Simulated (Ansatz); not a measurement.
**RbTi2: relaxing a made-up structure**

This structure for RbTi2 is made up. Its elements were placed in a known structure type with a cell scaled to their sizes. What cell does the guess relax to, and how far off was it?

Calculated with Ansatz 0.2.0; DFT, r2SCAN, plane-wave PAW, files of the set soft_1, scalar-relativistic, no spin, cell and ions relaxed at zero pressure; PAW set soft_1, in the first sound run; inputs show where later runs differ.

## Step 1: The structure

The structure is tetragonal, space group I4/mmm (No. 139). The conventional cell has a = 5.572 Å, b = 5.572 Å, c = 7.794 Å, α = 90.00°, β = 90.00°, γ = 90.00°. Rb has 8 Ti at 3.40 Å nearest. Ti has 4 Rb at 3.40 Å nearest. Farther neighbours are not listed.

## Step 2: Relaxation of the guess

The guess takes its coordinates from another compound and its volume from a rule, so the cell and any free coordinates are relaxed together.

input.yaml reads:

```yaml
crystal:
  lattice:
    - [-2.786, 2.786, 3.897]
    - [2.786, -2.786, 3.897]
    - [2.786, 2.786, -3.897]
  atoms:
    - { symbol: Rb, position: [0.5, 0.5, 0.0] }
    - { symbol: Ti, position: [0.25, 0.75, 0.5] }
    - { symbol: Ti, position: [0.75, 0.25, 0.5] }
kpoints:
  mp_grid: { grid: [7, 7, 7] }
scf:
  occupations: { method: fermi_dirac, width: 0.05 }
hamiltonian:
  xc: r2scan
  pseudopotentials: { kind: paw, azcp: { folder: soft_1 } }
relax:
  f_tol: 0.015
  max_steps: 70
  cell: {}
output:
  forces: true
  stress: true
```

Started as:

```
> ansatz run input.yaml --threads 4 --pin off --max-ram 8192MiB --backend cpu --events-out ev --progress --plain --runs-dir out
```

Numbers of over 12 decimals in the logs are rounded to 6 here.

Log:

```text
Engine: ansatz 0.2.0, x86_64-unknown-linux-gnu
Pseudopotentials: kind: paw
Pseudopotential: Rb, paw, valence charge 9, recommended cutoff 500 eV (meta_gga), soft_1/Rb.paw.azcp
Pseudopotential: Ti, paw, valence charge 12, recommended cutoff 500 eV (meta_gga), soft_1/Ti.paw.azcp
Functional definition: r2SCAN
  parameter k0 = 0.174
  parameter k1 = 0.065
  parameter a1 = 4.9479
  exchange = r2scan_x(k0 = k0, k1 = k1, a1 = a1)
  correlation = r2scan_c
Crystal: 3 atoms, lattice volume = 120.991 Å³
Basis set: ecut = 500 eV, 3095 PW (Γ), exchange–correlation on 180×180×180 points (64 copies of the dense FFT grid, shifted against one another)
Bands: 21, of which v1, the nominal top of the filled ones, is band 17 counted from 1 (16 counted from 0)
Symmetry: 16 space group operations
Space group: I4/mmm (ITA 139), of the structure as read, at distance tolerance 4.9e-5 Å
k-points: 40 of 343
Non-local potential: Rb, projectors of the file, l = 0: 3, l = 1: 2, l = 2: 2
Non-local potential: Ti, projectors of the file, l = 0: 3, l = 1: 2, l = 2: 3, l = 3: 1
PAW form: soft (Blöchl's): semilocal exchange-correlation on the pseudo side does not see the compensation charge
PAW frozen core: Rb, regenerated for the run's functional (the file was generated under x = pbe(κ = 0.804, μ = 0.219515), c = pbe(β = 0.066725))
PAW frozen core: Ti, regenerated for the run's functional (the file was generated under x = pbe(κ = 0.804, μ = 0.219515), c = pbe(β = 0.066725))
PAW one-centre angular grid: Rb, 302 points (default); XC on 160 Gauss nodes
PAW one-centre angular grid: Ti, 590 points (default); XC on 160 Gauss nodes
Initial density: superposition of atomic densities (chi_scale 0.1, normalization cell, long waves kept (reshape's long-wave potential 0.00 eV rms))
Initial wavefunctions: pseudopotential atomic-orbital guess
Functional: x = r2scan, c = r2scan; τ floored in thin density (d = 2e-4 eV/Å³)
SCF iter   1: F=—  HF=-8278.691502 eV  |F-HF|=—  |Δ(HF+E_count)|=         —  Δρ=4.56e-2  dr2=3.25e0  dr2_τ=1.18e-1  ethr=3.10e-3  ⟨swp⟩=5.3  Hψ=3490  notcnv=0
preconditioner: auto → Kerker (q_TF=auto, 2.197 Å⁻¹)  [metal: Δε(μ)=0.006 eV  Ē_g=1.443 eV  σ=0.050 eV  W_gap=0.03  n_scr=14 (ndim 8)  ℏωp=10.1 eV  f_vac=0.003  D(μ)=8.68/eV (n_scr^D=112)]
SCF iter   2: F=—  HF=-8278.464161 eV  |F-HF|=—  |Δ(HF+E_count)|=   2.27e-1  Δρ=2.56e-2  dr2=4.36e-1  dr2_τ=7.45e-2  ethr=3.10e-3  ⟨swp⟩=6.0  Hψ=6905  notcnv=0
automatic band count: the SCF goes on with 25 bands, as 21 were too few: the levels above may hold too much charge
SCF iter   3: F=—  HF=-8278.539805 eV  |F-HF|=—  |Δ(HF+E_count)|=   7.56e-2  Δρ=1.60e-2  dr2=1.22e-1  dr2_τ=4.59e-3  ethr=1.32e-3  ⟨swp⟩=2.0  Hψ=1756  notcnv=0
SCF iter   4: F=—  HF=-8278.703524 eV  |F-HF|=—  |Δ(HF+E_count)|=   1.64e-1  Δρ=7.24e-3  dr2=4.33e-2  dr2_τ=2.21e-3  ethr=3.68e-4  ⟨swp⟩=2.0  Hψ=1521  notcnv=0
SCF iter   5: F=—  HF=-8278.718601 eV  |F-HF|=—  |Δ(HF+E_count)|=   1.51e-2  Δρ=1.59e-3  dr2=3.01e-3  dr2_τ=1.70e-4  ethr=1.31e-4  ⟨swp⟩=2.3  Hψ=1638  notcnv=0
SCF iter   6: F=—  HF=-8278.718713 eV  |F-HF|=—  |Δ(HF+E_count)|=   1.12e-4  Δρ=4.83e-4  dr2=2.60e-4  dr2_τ=1.49e-5  ethr=9.13e-6  ⟨swp⟩=2.0  Hψ=1468  notcnv=0
SCF iter   7: F=—  HF=-8278.718811 eV  |F-HF|=—  |Δ(HF+E_count)|=   9.83e-5  Δρ=2.07e-4  dr2=6.30e-5  dr2_τ=2.25e-6  ethr=7.87e-7  ⟨swp⟩=2.2  Hψ=1215  notcnv=0
SCF iter   8: F=—  HF=-8278.718881 eV  |F-HF|=—  |Δ(HF+E_count)|=   7.01e-5  Δρ=5.94e-5  dr2=3.00e-6  dr2_τ=2.49e-7  ethr=1.91e-7  ⟨swp⟩=2.0  Hψ=1157  notcnv=0
SCF iter   9: F=—  HF=-8278.718881 eV  |F-HF|=—  |Δ(HF+E_count)|=   3.61e-7  Δρ=1.17e-5  dr2=2.51e-7  dr2_τ=8.25e-9  ethr=9.09e-9  ⟨swp⟩=2.0  Hψ=1311  notcnv=0
SCF iter  10: F=-8278.718882 eV  HF=-8278.718882 eV  |F-HF|=1.67e-8  |Δ(HF+E_count)|=   1.80e-7  Δρ=3.74e-6  dr2=3.62e-8  dr2_τ=1.49e-9  ethr=3.03e-10  ⟨swp⟩=5.0  Hψ=2961  notcnv=0
SCF 1 converged in 10 iterations: F = -8278.718882 eV  dr2 = 3.62e-8
  greatest PAW one-centre occupation: 1.000 electrons in one spin orbital (limit 2), on the Ti atom at site 2 (counted from 0), in its partial waves of l = 0
relax step   1: F+E_penalty+E_count = -8278.71888154 eV  Δ(F+E_penalty+E_count) = +0.000e0 eV  max|allowed force component| = 1.850e-17 eV/Å  Δτ_max = 0.0000 Å  P = -4.013 GPa  Ω = 120.991 Å³  (10 SCF iters, dr2 threshold 1.00e-7 eV, accepted)
Crystal: 3 atoms, lattice volume = 106.653 Å³
Basis set: ecut = 500 eV, 2725 PW (Γ), exchange–correlation on 180×180×180 points (64 copies of the dense FFT grid, shifted against one another)
Bands: 25, of which v1, the nominal top of the filled ones, is band 17 counted from 1 (16 counted from 0)
Initial density: handed on by an earlier stage of this run
Initial wavefunctions: those handed on with the density
iter 1 solved again at ethr=1.46e-4 eV; its pass at ethr=3.10e-3 eV (dr2=4.81e-2 eV) is discarded
SCF iter   1: F=—  HF=-8278.461588 eV  |F-HF|=—  |Δ(HF+E_count)|=         —  Δρ=7.67e-3  dr2=5.10e-2  dr2_τ=1.97e-1  ethr=1.46e-4  ⟨swp⟩=1.1  Hψ=5420  notcnv=0
preconditioner: auto → Kerker (q_TF=auto, 2.244 Å⁻¹)  [metal: Δε(μ)=0.001 eV  Ē_g=6.479 eV  σ=0.050 eV  W_gap=0.01  n_scr=14 (ndim 8)  ℏωp=13.9 eV  f_vac=0.000  D(μ)=10.37/eV (n_scr^D=136)]
SCF iter   2: F=—  HF=-8279.061855 eV  |F-HF|=—  |Δ(HF+E_count)|=   6.00e-1  Δρ=4.08e-3  dr2=2.07e-2  dr2_τ=2.91e-3  ethr=1.46e-4  ⟨swp⟩=3.0  Hψ=2092  notcnv=0
SCF iter   3: F=—  HF=-8279.061435 eV  |F-HF|=—  |Δ(HF+E_count)|=   4.20e-4  Δρ=2.21e-3  dr2=5.55e-3  dr2_τ=5.42e-4  ethr=6.29e-5  ⟨swp⟩=2.0  Hψ=1450  notcnv=0
SCF iter   4: F=—  HF=-8279.062730 eV  |F-HF|=—  |Δ(HF+E_count)|=   1.29e-3  Δρ=5.39e-4  dr2=5.88e-4  dr2_τ=5.10e-5  ethr=1.68e-5  ⟨swp⟩=2.0  Hψ=1612  notcnv=0
SCF iter   5: F=—  HF=-8279.062734 eV  |F-HF|=—  |Δ(HF+E_count)|=   4.53e-6  Δρ=3.13e-4  dr2=8.16e-5  dr2_τ=8.23e-6  ethr=1.78e-6  ⟨swp⟩=2.0  Hψ=1273  notcnv=0
SCF iter   6: F=—  HF=-8279.062818 eV  |F-HF|=—  |Δ(HF+E_count)|=   8.41e-5  Δρ=1.03e-4  dr2=7.32e-6  dr2_τ=4.99e-7  ethr=2.47e-7  ⟨swp⟩=2.0  Hψ=1291  notcnv=0
SCF iter   7: F=—  HF=-8279.062823 eV  |F-HF|=—  |Δ(HF+E_count)|=   4.35e-6  Δρ=2.95e-5  dr2=1.06e-6  dr2_τ=3.86e-8  ethr=2.22e-8  ⟨swp⟩=2.3  Hψ=1345  notcnv=0
SCF iter   8: F=-8279.062823 eV  HF=-8279.062823 eV  |F-HF|=1.02e-7  |Δ(HF+E_count)|=   4.13e-7  Δρ=1.27e-5  dr2=2.50e-7  dr2_τ=7.45e-9  ethr=9.09e-10  ⟨swp⟩=4.5  Hψ=2962  notcnv=0
SCF 2 converged in 8 iterations: F = -8279.062823 eV  dr2 = 2.50e-7
[...]
relax step   9: F+E_penalty+E_count = -8279.63518393 eV  Δ(F+E_penalty+E_count) = -1.630e-1 eV  max|allowed force component| = 4.163e-17 eV/Å  Δτ_max = 0.0000 Å  P = -0.324 GPa  Ω = 84.868 Å³  energy of the carried Pulay correction = +7.859e-3 eV  (8 SCF iters, dr2 threshold 3.00e-7 eV, accepted)
relax step  10: F+E_penalty+E_count = -8279.94038133 eV  Δ(F+E_penalty+E_count) = -3.052e-1 eV  max|allowed force component| = 1.388e-17 eV/Å  Δτ_max = 0.0000 Å  P = +0.273 GPa  Ω = 83.360 Å³  energy of the carried Pulay correction = +8.233e-3 eV  (8 SCF iters, dr2 threshold 3.00e-7 eV, accepted)
relax step  11: F+E_penalty+E_count = -8280.40096124 eV  Δ(F+E_penalty+E_count) = -4.606e-1 eV  max|allowed force component| = 3.701e-17 eV/Å  Δτ_max = 0.0000 Å  P = +1.646 GPa  Ω = 81.335 Å³  energy of the carried Pulay correction = +8.750e-3 eV  (8 SCF iters, dr2 threshold 3.00e-7 eV, accepted)
relax step  12: F+E_penalty+E_count = -8280.78766223 eV  Δ(F+E_penalty+E_count) = -3.867e-1 eV  max|allowed force component| = 1.156e-17 eV/Å  Δτ_max = 0.0000 Å  P = +3.567 GPa  Ω = 79.600 Å³  energy of the carried Pulay correction = +9.199e-3 eV  (8 SCF iters, dr2 threshold 3.00e-7 eV, accepted)
relax step  13: F+E_penalty+E_count = -8281.03234857 eV  Δ(F+E_penalty+E_count) = -2.447e-1 eV  max|allowed force component| = 2.776e-17 eV/Å  Δτ_max = 0.0000 Å  P = +2.904 GPa  Ω = 84.895 Å³  energy of the carried Pulay correction = +7.779e-3 eV  (8 SCF iters, dr2 threshold 3.00e-7 eV, accepted)
relax step  14: F+E_penalty+E_count = -8281.17086602 eV  Δ(F+E_penalty+E_count) = -1.385e-1 eV  max|allowed force component| = 1.156e-17 eV/Å  Δτ_max = 0.0000 Å  P = +0.989 GPa  Ω = 93.186 Å³  energy of the carried Pulay correction = +5.709e-3 eV  (8 SCF iters, dr2 threshold 3.00e-7 eV, accepted)
relax step  15: F+E_penalty+E_count = -8281.22930316 eV  Δ(F+E_penalty+E_count) = -5.844e-2 eV  max|allowed force component| = 4.626e-18 eV/Å  Δτ_max = 0.0000 Å  P = +0.760 GPa  Ω = 99.304 Å³  energy of the carried Pulay correction = +4.274e-3 eV  (7 SCF iters, dr2 threshold 3.00e-7 eV, accepted)
relax step  16: F+E_penalty+E_count = -8281.23764049 eV  Δ(F+E_penalty+E_count) = -8.337e-3 eV  max|allowed force component| = 1.503e-17 eV/Å  Δτ_max = 0.0000 Å  P = -0.051 GPa  Ω = 104.138 Å³  energy of the carried Pulay correction = +3.202e-3 eV  (7 SCF iters, dr2 threshold 3.00e-7 eV, accepted)
relax step  17: F+E_penalty+E_count = -8281.23772191 eV  Δ(F+E_penalty+E_count) = -8.142e-5 eV  max|allowed force component| = 6.939e-18 eV/Å  Δτ_max = 0.0000 Å  P = -0.001 GPa  Ω = 103.964 Å³  energy of the carried Pulay correction = +3.239e-3 eV  (5 SCF iters, dr2 threshold 3.73e-8 eV, accepted)
relax step  18: F+E_penalty+E_count = -8281.24581247 eV  Δ(F+E_penalty+E_count) = -8.091e-3 eV  max|allowed force component| = 5.782e-18 eV/Å  Δτ_max = 0.0000 Å  P = +0.031 GPa  Ω = 103.964 Å³  stress off target by 6.45e-2 GPa  SCF on the basis re-selected at this cell (its energy is not comparable with the rows above)  (8 SCF iters)
relax step  19: F+E_penalty+E_count = -8281.24582175 eV  Δ(F+E_penalty+E_count) = -9.286e-6 eV  max|allowed force component| = 9.252e-18 eV/Å  Δτ_max = 0.0000 Å  P = +0.001 GPa  Ω = 104.426 Å³  energy of the carried Pulay correction = -1.040e-4 eV  (7 SCF iters, dr2 threshold 1.04e-8 eV, accepted)
iter 1 solved again at ethr=1.82e-7 eV; its pass at ethr=3.10e-3 eV (dr2=6.00e-5 eV) is discarded
SCF iter   1: F=—  HF=-8281.245922 eV  |F-HF|=—  |Δ(HF+E_count)|=         —  Δρ=1.09e-5  dr2=9.71e-9  dr2_τ=5.13e-8  ethr=1.82e-7  ⟨swp⟩=3.9  Hψ=7401  notcnv=0
eigensolver tolerance schedule: the retry pair's looser diagonalisation over-reported the residual by 6174.61 of it (diagonalisation noise at 0.57 of the residual, at the tolerance the schedule requests for it); recorded, not acted on — ethr = c·dr2/N_el stays at c = 1.0e-1
preconditioner: auto → Kerker (q_TF=auto, 2.252 Å⁻¹)  [metal: Δε(μ)=0.055 eV  Ē_g=7.286 eV  σ=0.050 eV  W_gap=0.25  n_scr=16 (ndim 8)  ℏωp=14.1 eV  f_vac=0.005  D(μ)=3.38/eV (n_scr^D=16)]
SCF iter   2: F=—  HF=-8281.245926 eV  |F-HF|=—  |Δ(HF+E_count)|=   3.76e-6  Δρ=5.66e-6  dr2=2.36e-9  dr2_τ=8.68e-9  ethr=2.94e-11  ⟨swp⟩=3.3  Hψ=2250  notcnv=0
SCF iter   3: F=—  HF=-8281.245926 eV  |F-HF|=—  |Δ(HF+E_count)|=   4.07e-7  Δρ=9.94e-7  dr2=8.85e-10  dr2_τ=1.60e-10  ethr=7.15e-12  ⟨swp⟩=2.0  Hψ=1707  notcnv=0
SCF iter   4: F=—  HF=-8281.245926 eV  |F-HF|=—  |Δ(HF+E_count)|=   1.78e-9  Δρ=2.74e-7  dr2=1.03e-10  dr2_τ=1.29e-11  ethr=2.68e-12  ⟨swp⟩=2.0  Hψ=1154  notcnv=0
SCF iter   5: F=—  HF=-8281.245926 eV  |F-HF|=—  |Δ(HF+E_count)|=  1.46e-11  Δρ=1.51e-7  dr2=4.15e-11  dr2_τ=5.64e-12  ethr=1.00e-12  ⟨swp⟩=6.2  Hψ=4104  notcnv=0
SCF iter   6: F=-8281.245926 eV  HF=-8281.245926 eV  |F-HF|=1.82e-12  |Δ(HF+E_count)|=  2.18e-11  Δρ=3.86e-8  dr2=3.35e-12  dr2_τ=8.80e-14  ethr=1.00e-12  ⟨swp⟩=6.0  Hψ=3654  notcnv=0
SCF 20 converged in 6 iterations: F = -8281.245926 eV  dr2 = 3.35e-12
relax step  20: F+E_penalty+E_count = -8281.24592600 eV  Δ(F+E_penalty+E_count) = -1.043e-4 eV  max|allowed force component| = 6.939e-18 eV/Å  Δτ_max = 0.0000 Å  P = +0.002 GPa  Ω = 104.426 Å³  stress off target by 3.86e-3 GPa  SCF on the basis re-selected at this cell (its energy is not comparable with the rows above)  (6 SCF iters)
basis re-selected at this cell: Δ(F+E_penalty+E_count) = -1.043e-4 eV, ΔP = +0.000 GPa vs the last step (what re-selecting the basis moved, of the pressure what is left beyond the Pulay correction that the steps carried, after the strain that the cell walked since its last selection, with what the two solves' SCF thresholds leave and, on support functions, any second-order correction that the steps lacked; it is no m [...]
SCF converged after 6 iterations
Free energy (F): -8281.245926 eV
Harris-Foulkes:  -8281.245926 eV  (|F-HF|=1.82e-12)
Internal energy: -8281.217962 eV  (E = F + TS)
E sigma→0 (E₀):  -8281.231944 eV
Entropy (-TS):   -0.027964 eV (-9.321 meV/atom)
Fermi energy:    5.794288 eV
--- Per-component energies (eV) ---
  E_band       = -594.543289
  E_kinetic    = 749.434668
  E_local      = -3568.937314  (includes V_loc(G=0)·N_el)
  E_nonlocal   = 314.358953
  E_hartree    = 1374.402293
  E_xc         = -337.915795
  E_vxc        = -458.557021  (∫ρ·V_xc dr)
  E_paw        = -4745.585845  (= ΣΔE_a)
  E_vpaw       = -408.720211  (= ΣTr[D̂ρ^β])
  E_aug_tail   = -0.000058  (compensation charges beyond the density's cutoff)
  E_vtau       = 29.073074  (kinetic-family band-sum trace: ∫τ·v_τ [+ j·A + Jᵃ·Aᵃ] dr)
  E_ewald      = -2066.321025
  E_core_change = -0.653841  (= ΣΔE_core)
  E_smearing   = -0.027964  (= −TS)
  E_closure    = 0.000000  (closes the sum)
  Σ components = -8281.245926   (vs F -8281.245926, Δ=0.00e0)
--- Forces (eV/Å), atoms counted from 1 ---
  atom   1  Rb    -0.00000000     0.00000000    -0.00000000
  atom   2  Ti    -0.00000000     0.00000000     0.00000000
  atom   3  Ti    -0.00000000     0.00000000     0.00000000
  max |Σ_I F_I| component: 2.08e-17 eV/Å
--- Stress (GPa, compression-positive) ---
        0.003855      -0.000000       0.000000
       -0.000000       0.003855      -0.000000
        0.000000      -0.000000      -0.002523
  P = ⅓ Tr σ = 0.0017 GPa (0.017 kbar)
--- Relaxed structure (18 steps of the walk, 18 accepted, 2 SCFs on fresh bases) ---
  F+E_penalty+E_count = -8281.24592600 eV   max|allowed force component| = 6.939e-18 eV/Å   (the final SCF, on the basis selected at the relaxed cell)
  cell:  # Å, volume = 104.4255 Å³
    - [-3.394428, 3.394428, 2.265758]
    - [3.394428, -3.394428, 2.265758]
    - [3.394428, 3.394428, -2.265758]
  atoms:
    - { symbol: Rb, position: [0.5, 0.5, 0] }
    - { symbol: Ti, position: [0.250000, 0.75, 0.500000] }
    - { symbol: Ti, position: [0.75, 0.250000, 0.500000] }
```

It took 23 s on 4 threads of AMD EPYC 9R45 (Zen 5), shared host; peak memory 1.1 GiB; 83 s of CPU time.

Relaxation path:

| step | energy less that of the first step (eV) | largest force component (eV/Å) | pressure (GPa) | volume (Å³) |
| --- | --- | --- | --- | --- |
| 1 | 0.0000 | 0.0000 | -4.01 | 120.99 |
| 2 | -0.3439 | 0.0000 | -3.51 | 106.65 |
| 3 | -0.6152 | 0.0000 | -2.24 | 92.21 |
| 4 | -0.7114 | 0.0000 | 0.18 | 79.85 |
| 5 | -0.7121 | 0.0000 | -0.02 | 80.58 |
| 6 | -0.7142 | 0.0000 | -0.17 | 81.33 |
| 7 | -0.7184 | 0.0000 | -0.21 | 81.80 |
| 8 | -0.7533 | 0.0000 | 0.04 | 82.20 |
| 9 | -0.9163 | 0.0000 | -0.32 | 84.87 |
| 10 | -1.2215 | 0.0000 | 0.27 | 83.36 |
| 11 | -1.6821 | 0.0000 | 1.65 | 81.33 |
| 12 | -2.0688 | 0.0000 | 3.57 | 79.60 |
| 13 | -2.3135 | 0.0000 | 2.90 | 84.90 |
| 14 | -2.4520 | 0.0000 | 0.99 | 93.19 |
| 15 | -2.5104 | 0.0000 | 0.76 | 99.30 |
| 16 | -2.5188 | 0.0000 | -0.05 | 104.14 |
| 17 | -2.5188 | 0.0000 | 0.00 | 103.96 |
| 18* | -2.5269 | 0.0000 | 0.03 | 103.96 |
| 19 | -2.5269 | 0.0000 | 0.00 | 104.43 |
| 20* | -2.5270 | 0.0000 | 0.00 | 104.43 |

Relaxation steps marked * repeat the geometry before them on a plane-wave basis chosen anew for their cell, so energy and pressure can jump there.

Forces are held to the 16 operations that the run works with; a distortion that breaks them can't arise in this run.

| cell as run | before | after | change |
| --- | --- | --- | --- |
| a (Å) | 5.542 | 5.308 | -4.2 % |
| b (Å) | 5.542 | 5.308 | -4.2 % |
| c (Å) | 5.542 | 5.308 | -4.2 % |
| α (°) | 119.64 | 100.50 | -16.0 % |
| β (°) | 119.64 | 100.50 | -16.0 % |
| γ (°) | 90.63 | 129.47 | +42.9 % |
| volume (Å³/atom) | 40.33 | 34.81 | -13.7 % |

The relaxed structure:

```xyz
3
Lattice="-3.3944 3.3944 2.2658 3.3944 -3.3944 2.2658 3.3944 3.3944 -2.2658" Properties=species:S:1:pos:R:3 pbc="T T T"
Rb    0.0000    0.0000    2.2658
Ti    3.3944    0.0000    1.1329
Ti    0.0000    3.3944    1.1329
```

This step gave:

```
free energy             : -8281.2459 eV
energy at zero smearing : -8281.2319 eV
smearing term TS        : 0.02796 eV
Fermi energy            : 5.794 eV
electrons               : 33
symmetry operations     : 16
pressure                : 0.001729 GPa
```

Shortest distances by pair of elements, guess and relaxed (not always the same contact):

| pair | guess (Å) | relaxed (Å) |
| --- | --- | --- |
| Ti–Ti | 3.897 | 2.266 |
| Rb–Ti | 3.400 | 3.578 |
| Rb–Rb | 5.542 | 4.532 |

The relaxation ends with a pressure of 0.00 GPa.

(Continued in part 2 of 2.)

[Logs are printed without paths, hosts, clocks, repeated set-up lines and the standing remarks that a program may print on its own settings, such as how far it seeks lower states.]

[Hosts, paths, dates, database ids (printed as entryN), source tags and the programs' standing remarks are cut or masked in the printed files.]
